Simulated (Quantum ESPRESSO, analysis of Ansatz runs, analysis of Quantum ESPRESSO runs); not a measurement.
# Vacancy with two H in Ge: local vibrational mode against experiment (Quantum ESPRESSO)

How near does this set-up come to the measured local vibrational mode? Subject: vacancy with two H in Ge. Set-up: LDA, GBRV 1.5 LDA, 32-site cell, LDA lattice, k: the single point 1/4 1/4 1/4. The model is a cell of 32 host atoms with 1 Ge taken out and 2 H put in. The frequencies come from force constants among the defect atom and its neighbours, with the masses of the isotopes named. A local or semilocal functional is the cheapest first rung.

**The experiment.** Upper Ge-H stretch: 1992.6 cm⁻¹ at 9 K, by FTIR absorption, uniaxial stress, isotope substitution (“Hydrogen-Related Defects in Proton-Implanted Silicon and Germanium: An Infrared Absorption Spectroscopy Study”, 1998, Michael Budde, 1998 (PhD thesis, University of Aarhus)). Lower Ge-H stretch: 1979.5 cm⁻¹ at 9 K, by FTIR absorption, uniaxial stress, isotope substitution (“Hydrogen-Related Defects in Proton-Implanted Silicon and Germanium: An Infrared Absorption Spectroscopy Study”, 1998, Michael Budde, 1998 (PhD thesis, University of Aarhus)). The calculation is set beside it at the end.

Method: Quantum ESPRESSO plane-wave DFT, LDA, GBRV 1.5 LDA potentials; relaxation of all atoms of a defect supercell, in Quantum ESPRESSO 7.5.

### Step 1. The starting structure

The cell holds 33 atoms: 31 Ge and 2 H. Its edges and angles: a = 9.723 Å, b = 9.723 Å, c = 9.723 Å, α = 109.5°, β = 109.5°, γ = 109.5°. It derives from Ge (space group Fd-3m). Nearest the centre at fractional (0.500, 0.500, 0.500): H33 at 0.90 Å, H32 at 0.91 Å, Ge25 at 2.42 Å, Ge31 at 2.42 Å, Ge22 at 2.44 Å, Ge26 at 2.45 Å, Ge8 at 3.95 Å, Ge13 at 3.95 Å.

The host's primitive cell comes from a first run (Quantum ESPRESSO plane-wave DFT, LDA, GBRV 1.5 LDA potentials; relaxation of cell and atoms of a defect-free cell): vectors of 3.970, 3.970 and 3.970 Å. That is 22.11 Å³ an atom, 2.3 % under the diffraction cell's volume. The supercell is built on it.

### Step 2. Relaxation, charge 0

Every later number rests on the structure around the defect, so the atoms are relaxed at the host's lattice first.

pw.in

```
&CONTROL
  calculation = 'relax'
  prefix = 'pwscf'
  outdir = './tmp'
  pseudo_dir = './pseudo'
  tprnfor = .true.
  disk_io = 'low'
  nstep = 70
  forc_conv_thr = 0.00039
  etot_conv_thr = 0.0001
/
&SYSTEM
  ibrav = 0
  nat = 33
  ntyp = 2
  ecutwfc = 45
  ecutrho = 360
  nbnd = 222
  occupations = 'smearing'
  smearing = 'fd'
  degauss = 0.00073499
  nosym = .true.
/
&ELECTRONS
  conv_thr = 3d-08
  electron_maxstep = 100
  mixing_beta = 0.5
/
&IONS
  ion_dynamics = 'bfgs'
/
ATOMIC_SPECIES
Ge    72.6300 ge_lda_v1.4.uspp.F.UPF
H      1.0080 h_lda_v1.4.uspp.F.UPF
CELL_PARAMETERS angstrom
  -5.6137325727    5.6137325727    5.6137325727
   5.6137325727   -5.6137325727    5.6137325727
   5.6137325727    5.6137325727   -5.6137325727
ATOMIC_POSITIONS crystal
Ge    -0.0012560526   -0.0024400095    0.4982574186
Ge     0.0014596440    0.2496277564    0.2516781234
Ge    -0.0011895971    0.4998561109    0.0013181075
Ge     0.0005275343    0.7508234851    0.7523911957
Ge     0.2494732422   -0.0003611704    0.2517133625
Ge     0.2486783078    0.2507024330   -0.0013956706
Ge     0.2506227616    0.5017798645    0.7522345875
Ge     0.2517600434    0.7496725564    0.4995449130
Ge     0.5016918667    0.0023412162    0.0019233331
Ge     0.5019155144    0.2518290245    0.7523017606
Ge     0.5022148040    0.7502422183    0.2513624367
Ge     0.7515180622    0.0021140358    0.7501798989
Ge     0.7496063869    0.2516188062    0.5015026827
Ge     0.7487839975    0.4987240784    0.2474815787
Ge     0.7497992538    0.7511658096   -0.0013453381
Ge     0.0006378421    0.0024281109    0.2509490984
Ge     0.0005648086    0.2523489081    0.0004997439
Ge    -0.0001957838    0.5011368525    0.7520019361
Ge     0.0002766338    0.7490921498    0.4979987710
Ge     0.2498800196    0.0001526845   -0.0020338781
Ge     0.2520995806    0.2521732885    0.7510118572
Ge     0.2484660605    0.4983664091    0.5003564928
Ge     0.2510476080    0.7522312692    0.2501401896
Ge     0.4983129639    0.0000714203    0.7507221878
Ge     0.5015116895    0.2521017565    0.5022519798
Ge     0.5002726523    0.4993959216    0.2479675264
Ge     0.5023410082    0.7513586020    0.0004943335
Ge     0.7502553311   -0.0019346287    0.5000781734
Ge     0.7490594350    0.2514897208    0.2497072553
Ge     0.7516210904    0.4991504516    0.0000860953
Ge     0.7482056530    0.7505709782    0.7491817255
H      0.4052672468    0.4977339683    0.4991735888
H      0.4990352527    0.4062150811    0.4975153027
K_POINTS crystal
1
0.25 0.25 0.25 1.0
```

On the command line:

```console
> OMP_NUM_THREADS=1 mpirun -n 4 pw.x -in pw.in > pw.out
```

The program printed:

```text
This program is part of the open-source Quantum ESPRESSO suite
     for quantum simulation of materials; please cite
         "P. Giannozzi et al., J. Phys.:Condens. Matter 21 395502 (2009);
         "P. Giannozzi et al., J. Phys.:Condens. Matter 29 465901 (2017);
         "P. Giannozzi et al., J. Chem. Phys. 152 154105 (2020);
          URL
     in publications or presentations arising from this work. More details at

     Subspace diagonalization in iterative solution of the eigenvalue problem:
     one sub-group per band group will be used
     scalapack distributed-memory algorithm (size of sub-group:  2*  2 procs)

     --------------------
     sticks:   dense  smooth     PW     G-vecs:    dense   smooth      PW
     Min        2282    1143    306               137733    48617    6801
     Max        2284    1144    307               137734    48618    6804
     Sum        9131    4573   1227               550933   194469   27211

     Using Slab Decomposition

     bravais-lattice index     =            0
     lattice parameter (alat)  =      18.3743  a.u.
     unit-cell volume          =    4775.4220 (a.u.)^3
     number of atoms/cell      =           33
     number of atomic types    =            2
     number of electrons       =       436.00
     number of Kohn-Sham states=          222
     kinetic-energy cutoff     =      45.0000  Ry
     charge density cutoff     =     360.0000  Ry
     scf convergence threshold =      3.0E-08
     mixing beta               =       0.5000
     number of iterations used =            8  plain     mixing
     energy convergence thresh.=      1.0E-04
     force convergence thresh. =      3.9E-04
     Exchange-correlation=  SLA  PZ   NOGX NOGC
                           (   1   1   0   0   0   0   0)
     nstep                     =           70

     celldm(1)=  18.374317  celldm(2)=   0.000000  celldm(3)=   0.000000
     celldm(4)=   0.000000  celldm(5)=   0.000000  celldm(6)=   0.000000

     crystal axes: (cart. coord. in units of alat)
               a(1) = (  -0.577350   0.577350   0.577350 )
               a(2) = (   0.577350  -0.577350   0.577350 )
               a(3) = (   0.577350   0.577350  -0.577350 )

     reciprocal axes: (cart. coord. in units 2 pi/alat)
               b(1) = ( -0.000000  0.866025  0.866025 )
               b(2) = (  0.866025 -0.000000  0.866025 )
               b(3) = (  0.866025  0.866025  0.000000 )

     PseudoPot. # 1 for Ge read from file:
     ge_lda_v1.4.uspp.F.UPF
     Pseudo is Ultrasoft + core correction, Zval = 14.0
     Generated by new atomic code, or converted to UPF format
     Using radial grid of  873 points,  6 beta functions with:
                l(1) =   0
                l(2) =   0
                l(3) =   1
                l(4) =   1
                l(5) =   2
                l(6) =   2
     Q(r) pseudized with  8 coefficients,  rinner =    1.400   1.400   1.400
                                                       1.400   1.400

     PseudoPot. # 2 for H  read from file:
     h_lda_v1.4.uspp.F.UPF
     Pseudo is Ultrasoft, Zval =  1.0
     Generated by new atomic code, or converted to UPF format
     Using radial grid of  615 points,  2 beta functions with:
                l(1) =   0
                l(2) =   0
     Q(r) pseudized with  8 coefficients,  rinner =    0.700

     atomic species   valence    mass     pseudopotential
     Ge               14.00    72.63000     Ge( 1.00)
     H                 1.00     1.00800     H ( 1.00)

     No symmetry found

   Cartesian axes

     site n.     atom                  positions (alat units)
         1        Ge     tau(   1) = (   0.2869855   0.2883526  -0.2898030  )
         2        Ge     tau(   2) = (   0.2885864   0.0020265  -0.0003411  )
         3        Ge     tau(   3) = (   0.2900399  -0.2885179   0.2871442  )
         4        Ge     tau(   4) = (   0.8675768   0.0012097  -0.0006005  )
         5        Ge     tau(   5) = (   0.0010848   0.2895687  -0.0015019  )
         6        Ge     tau(   6) = (   0.0003628  -0.0019744   0.2891234  )
         7        Ge     tau(   7) = (   0.5793085   0.2892972   0.0000970  )
         8        Ge     tau(   8) = (   0.5758823   0.0009425   0.2897650  )
         9        Ge     tau(   9) = (  -0.2871898   0.2894107   0.2898932  )
        10        Ge     tau(  10) = (   0.2899541   0.5787291   0.0008330  )
        11        Ge     tau(  11) = (   0.2883229   0.0019255   0.5779822  )
        12        Ge     tau(  12) = (   0.0004480   0.8657852   0.0019931  )
        13        Ge     tau(  13) = (   0.0020294   0.5770560   0.2885149  )
        14        Ge     tau(  14) = (  -0.0014886   0.2872557   0.5773656  )
        15        Ge     tau(  15) = (   0.0000123  -0.0015657   0.8673593  )
        16        Ge     tau(  16) = (   0.1459191   0.1438519  -0.1431154  )
[...]
24        Ge     tau(  24) = (   0.1457698   0.7210895  -0.1456873  )
        25        Ge     tau(  25) = (   0.1459784   0.4339722   0.1451236  )
        26        Ge     tau(  26) = (   0.1426579   0.1436703   0.4339948  )
        27        Ge     tau(  27) = (   0.1440558  -0.1434850   0.7235384  )
        28        Ge     tau(  28) = (  -0.1455568   0.7229973   0.1433229  )
        29        Ge     tau(  29) = (  -0.1431035   0.4314406   0.4334988  )
        30        Ge     tau(  30) = (  -0.1457143   0.1458137   0.7220836  )
        31        Ge     tau(  31) = (   0.4339059   0.4311746   0.4327788  )
        32        H      tau(  32) = (   0.3415837   0.2348123   0.2331500  )
        33        H      tau(  33) = (   0.2336508   0.3408303   0.2354059  )

     number of k points=     1  Fermi-Dirac smearing, width (Ry)=  0.0007
                       cart. coord. in units 2pi/alat
        k(    1) = (   0.4330127   0.4330127   0.4330127), wk =   2.0000000

     Dense  grid:   550933 G-vectors     FFT dimensions: ( 120, 120, 120)

     Smooth grid:   194469 G-vectors     FFT dimensions: (  80,  80,  80)

     Initial potential from superposition of free atoms

     starting charge     435.9779, renormalised to     436.0000
     Starting wfcs are  281 randomized atomic wfcs

     Self-consistent Calculation

     iteration #  1     ecut=    45.00 Ry     beta= 0.50
     Davidson diagonalization with overlap
     ethr =  1.00E-02,  avg # of iterations =  2.0

     Threshold (ethr) on eigenvalues was too large:
     Diagonalizing with lowered threshold

     Davidson diagonalization with overlap
     ethr =  1.53E-04,  avg # of iterations =  2.0

     total energy              =   -6607.53445238 Ry
[...]
Ge               0.5016229046        0.2515609793        0.7521473696
Ge               0.5016360063        0.7497208811        0.2508732272
Ge               0.7509813214        0.0015878524        0.7504254195
Ge               0.7497729111        0.2511087902        0.5012324097
Ge               0.7487610298        0.4991248596        0.2479084832
Ge               0.7496319388        0.7503251067       -0.0014810776
Ge               0.0009181331        0.0021678642        0.2510718511
[...]
NEW-OLD atomic charge density approx. for the potential

     Self-consistent Calculation

[... 241 further cycles ...]
     iteration #  5     ecut=    45.00 Ry     beta= 0.50
     Davidson diagonalization with overlap
     ethr =  3.33E-11,  avg # of iterations =  3.0

     total energy              =   -6607.54951324 Ry
     estimated scf accuracy    <          7.2E-09 Ry

     iteration #  6     ecut=    45.00 Ry     beta= 0.50
     Davidson diagonalization with overlap
     ethr =  1.65E-12,  avg # of iterations =  4.0

     total energy              =   -6607.54951324 Ry
     estimated scf accuracy    <          1.4E-09 Ry

     iteration #  7     ecut=    45.00 Ry     beta= 0.50
     Davidson diagonalization with overlap
     ethr =  3.17E-13,  avg # of iterations =  4.0

     End of self-consistent calculation

          k = 0.4330 0.4330 0.4330 ( 24424 PWs)   bands (ev):

[...]
7.2939   7.5806   8.1434   8.7744   8.8395   8.8804

     the Fermi energy is     7.8650 ev

!    total energy              =   -6607.54951325 Ry
     estimated scf accuracy    <          2.4E-10 Ry
     smearing contrib. (-TS)   =      -0.00000000 Ry
     internal energy E=F+TS    =   -6607.54951325 Ry

     The total energy is F=E-TS. E is the sum of the following terms:
     one-electron contribution =   -4379.90368084 Ry
     hartree contribution      =    2585.06271826 Ry
     xc contribution           =   -1777.05120270 Ry
     ewald contribution        =   -3035.65734797 Ry

     convergence has been achieved in   7 iterations

     Forces acting on atoms (cartesian axes, Ry/au):

[...]
Total force =     0.001361     Total SCF correction =     0.000094
     Energy error            =      5.0E-06 Ry
     Gradient error          =      4.1E-04 Ry/Bohr

     number of scf cycles    =  31
     number of bfgs steps    =  30

     energy             old  =   -6607.5495082715 Ry
     energy             new  =   -6607.5495132450 Ry

     CASE: energy            _new < energy            _old

     new trust radius        =       0.0046191673 bohr
     new conv_thr            =       0.0000000003 Ry

ATOMIC_POSITIONS (crystal)
[...]
NEW-OLD atomic charge density approx. for the potential

     Self-consistent Calculation

     iteration #  1     ecut=    45.00 Ry     beta= 0.50
     Davidson diagonalization with overlap
     ethr =  1.00E-06,  avg # of iterations =  2.0

     Threshold (ethr) on eigenvalues was too large:
     Diagonalizing with lowered threshold

     Davidson diagonalization with overlap
     ethr =  2.39E-10,  avg # of iterations =  6.0

     total energy              =   -6607.54951543 Ry
     estimated scf accuracy    <       0.00000137 Ry

     iteration #  2     ecut=    45.00 Ry     beta= 0.50
     Davidson diagonalization with overlap
     ethr =  3.14E-10,  avg # of iterations =  3.0

     total energy              =   -6607.54951544 Ry
     estimated scf accuracy    <       0.00000045 Ry

     iteration #  3     ecut=    45.00 Ry     beta= 0.50
     Davidson diagonalization with overlap
     ethr =  1.03E-10,  avg # of iterations =  4.0

     total energy              =   -6607.54951551 Ry
     estimated scf accuracy    <       0.00000046 Ry

     iteration #  4     ecut=    45.00 Ry     beta= 0.50
     Davidson diagonalization with overlap
     ethr =  1.03E-10,  avg # of iterations =  3.0

     total energy              =   -6607.54951557 Ry
     estimated scf accuracy    <       0.00000009 Ry

     iteration #  5     ecut=    45.00 Ry     beta= 0.50
     Davidson diagonalization with overlap
     ethr =  2.06E-11,  avg # of iterations =  3.0

     total energy              =   -6607.54951558 Ry
     estimated scf accuracy    <          8.1E-09 Ry

     iteration #  6     ecut=    45.00 Ry     beta= 0.50
     Davidson diagonalization with overlap
     ethr =  1.87E-12,  avg # of iterations =  4.0

     total energy              =   -6607.54951559 Ry
     estimated scf accuracy    <          7.5E-10 Ry

     iteration #  7     ecut=    45.00 Ry     beta= 0.50
     Davidson diagonalization with overlap
     ethr =  1.71E-13,  avg # of iterations =  3.0

     End of self-consistent calculation

          k = 0.4330 0.4330 0.4330 ( 24424 PWs)   bands (ev):

[...]
-16.4097 -16.3951 -16.3938  -4.1302  -4.0839  -4.0635  -3.8365  -2.3874
    -2.3496  -2.3345  -2.3252  -2.3182  -2.2786  -2.2684  -2.2468  -2.2343
    -2.2302  -2.1246  -1.2640   0.5150   0.5813   0.5996   0.6168   0.6225
     0.6580   0.6590   0.6874   0.6922   0.7135   0.9607   2.0147   3.2981
     3.3556   3.4251   3.7342   4.1769   4.2615   4.2992   4.3022   4.3044
     4.3284   4.3379   4.3904   4.3920   4.4392   4.7193   4.8525   5.5479
     5.6049   5.6689   5.6754   5.6883   5.7035   5.7083   5.7309   5.7598
     5.7665   6.2146   6.4036   7.0690   7.2009   7.2225   7.2637   7.2798
     7.2936   7.5800   8.1440   8.7739   8.8394   8.8803

     the Fermi energy is     7.8649 ev

!    total energy              =   -6607.54951559 Ry
     estimated scf accuracy    <          1.6E-10 Ry
     smearing contrib. (-TS)   =      -0.00000000 Ry
     internal energy E=F+TS    =   -6607.54951559 Ry

     The total energy is F=E-TS. E is the sum of the following terms:
     one-electron contribution =   -4379.97047904 Ry
     hartree contribution      =    2585.09567653 Ry
     xc contribution           =   -1777.05145785 Ry
     ewald contribution        =   -3035.62325523 Ry

     convergence has been achieved in   7 iterations

     Forces acting on atoms (cartesian axes, Ry/au):

[...]
atom   26 type  1   force =     0.00005784    0.00004745    0.00013737
     atom   27 type  1   force =     0.00009072    0.00011658   -0.00006002
     atom   28 type  1   force =    -0.00005399    0.00014091   -0.00012219
     atom   29 type  1   force =     0.00011103   -0.00007986   -0.00007611
     atom   30 type  1   force =    -0.00010536    0.00029478   -0.00007014
     atom   31 type  1   force =     0.00000075   -0.00016522    0.00014302
     atom   32 type  2   force =    -0.00010718    0.00013038   -0.00012589
     atom   33 type  2   force =     0.00019264   -0.00012649   -0.00013380

     Total force =     0.001262     Total SCF correction =     0.000081
     Energy error            =      2.3E-06 Ry
     Gradient error          =      3.5E-04 Ry/Bohr

     bfgs converged in  32 scf cycles and  31 bfgs steps
     (criteria: energy <  1.0E-04 Ry, force <  3.9E-04 Ry/Bohr)

     End of BFGS Geometry Optimization

     Final energy             =   -6607.5495155856 Ry

     File ./tmp/pwscf.bfgs deleted, as requested
Begin final coordinates

ATOMIC_POSITIONS (crystal)
[...]
Ge               0.5189101165        0.5191812566        0.2811285445
Ge               0.5015638182        0.7505748550       -0.0027061112
Ge               0.7531218597        0.0058615428        0.5002217575
Ge               0.7479457492        0.2517826590        0.2481922688
Ge               0.7503073054        0.5018440345       -0.0026848392
Ge               0.7380180773        0.7382503523        0.7192754688
H                0.3896692162        0.4969702632        0.5002436013
H                0.4969695532        0.3898853347        0.5000198373
End final coordinates

=------------------------------------------------------------------------------=
   JOB DONE.
=------------------------------------------------------------------------------=
```

Elapsed: 41 min, on 4 MPI ranks of Arm Neoverse V1, shared host; peak memory 3 GiB; 2.7 h of CPU time.

Relaxation path (22 of 32):

```csv
step,energy less that of the first step (eV)
0,0.0000
1,-0.0696
3,-0.1606
4,-0.1808
6,-0.2324
7,-0.2605
9,-0.2730
10,-0.2792
12,-0.2870
13,-0.2891
15,-0.2924
16,-0.2938
18,-0.2960
19,-0.2964
21,-0.2971
22,-0.2975
24,-0.2984
25,-0.2987
27,-0.2989
28,-0.2990
30,-0.2992
31,-0.2992
```

The atoms that moved most (Å):

```csv
atom,dx,dy,dz,length
Ge26,0.193,0.180,0.030,0.265
Ge31,-0.180,-0.156,0.042,0.242
Ge25,-0.108,0.085,-0.104,0.172
Ge6,0.107,0.127,0.034,0.170
H33,-0.066,0.094,-0.117,0.164
Ge22,0.095,-0.096,-0.077,0.156
H32,0.089,-0.077,-0.098,0.153
Ge15,-0.106,-0.094,0.026,0.144
```

Final coordinates:

```xyz
33
Lattice="-5.6137 5.6137 5.6137 5.6137 -5.6137 5.6137 5.6137 5.6137 -5.6137" Properties=species:S:1:pos:R:3 pbc="T T T"
Ge    2.8092    2.8067   -2.7975
Ge    2.8051   -0.0374   -0.0318
Ge    2.8098   -2.8068    2.8115
Ge    8.4297   -0.0206    0.0344
Ge   -0.0349    2.8023   -0.0312
Ge    0.1107    0.1081    2.8457
Ge    5.6542    2.8112   -0.0313
Ge    5.6201   -0.0038    2.8427
Ge   -2.8044    2.8069    2.8108
Ge    2.8140    5.6506   -0.0310
Ge    2.8029    0.0204    5.6486
Ge   -0.0176    8.4269    0.0345
Ge   -0.0020    5.6185    2.8426
Ge    0.0235    2.8002    5.6481
Ge   -0.1061   -0.1088    8.4598
Ge    1.3764    1.3742   -1.4012
Ge    1.4158   -1.3801    1.4305
Ge    7.0515    1.3948   -1.3947
Ge    7.0053   -1.3887    1.4524
Ge   -1.3776    1.4128    1.4304
Ge    4.2424    4.2394   -1.4005
Ge    4.3071    1.3095    1.3065
Ge    4.1813   -1.3943    4.2191
Ge    1.3975    7.0483   -1.3945
Ge    1.3114    4.3045    1.3068
Ge    1.5797    1.5767    4.2494
Ge    1.3827   -1.4131    7.0444
Ge   -1.3868    7.0030    1.4526
Ge   -1.3920    4.1786    4.2189
Ge   -1.4099    1.3797    7.0443
Ge    4.0391    4.0365    4.2496
H     3.4106    2.2059    2.1691
H     2.2058    3.4081    2.1716
```

The atoms nearest to the centre after the run:

```csv
atom,distance (Å)
H33,1.061
H32,1.064
Ge26,2.258
Ge31,2.261
Ge25,2.594
Ge22,2.597
Ge6,3.815
Ge15,3.818
```

Neighbours of the added atoms: H32: Ge22 1.53, H33 1.70, Ge31 2.84 Å; H33: Ge25 1.53, H32 1.70, Ge26 2.84 Å.

[end of part 1 of 2]

[Logs are printed without paths, hosts, clocks, repeated set-up lines and the standing remarks that a program may print on its own settings, such as how far it seeks lower states.]

[Hosts, paths, dates, database ids (printed as entryN), source tags and the programs' standing remarks are cut or masked in the printed files.]

[For some hosts the program warned that the k-mesh of the response run may be too coarse for force constants and the static dielectric constant; such warnings are not shown here.]
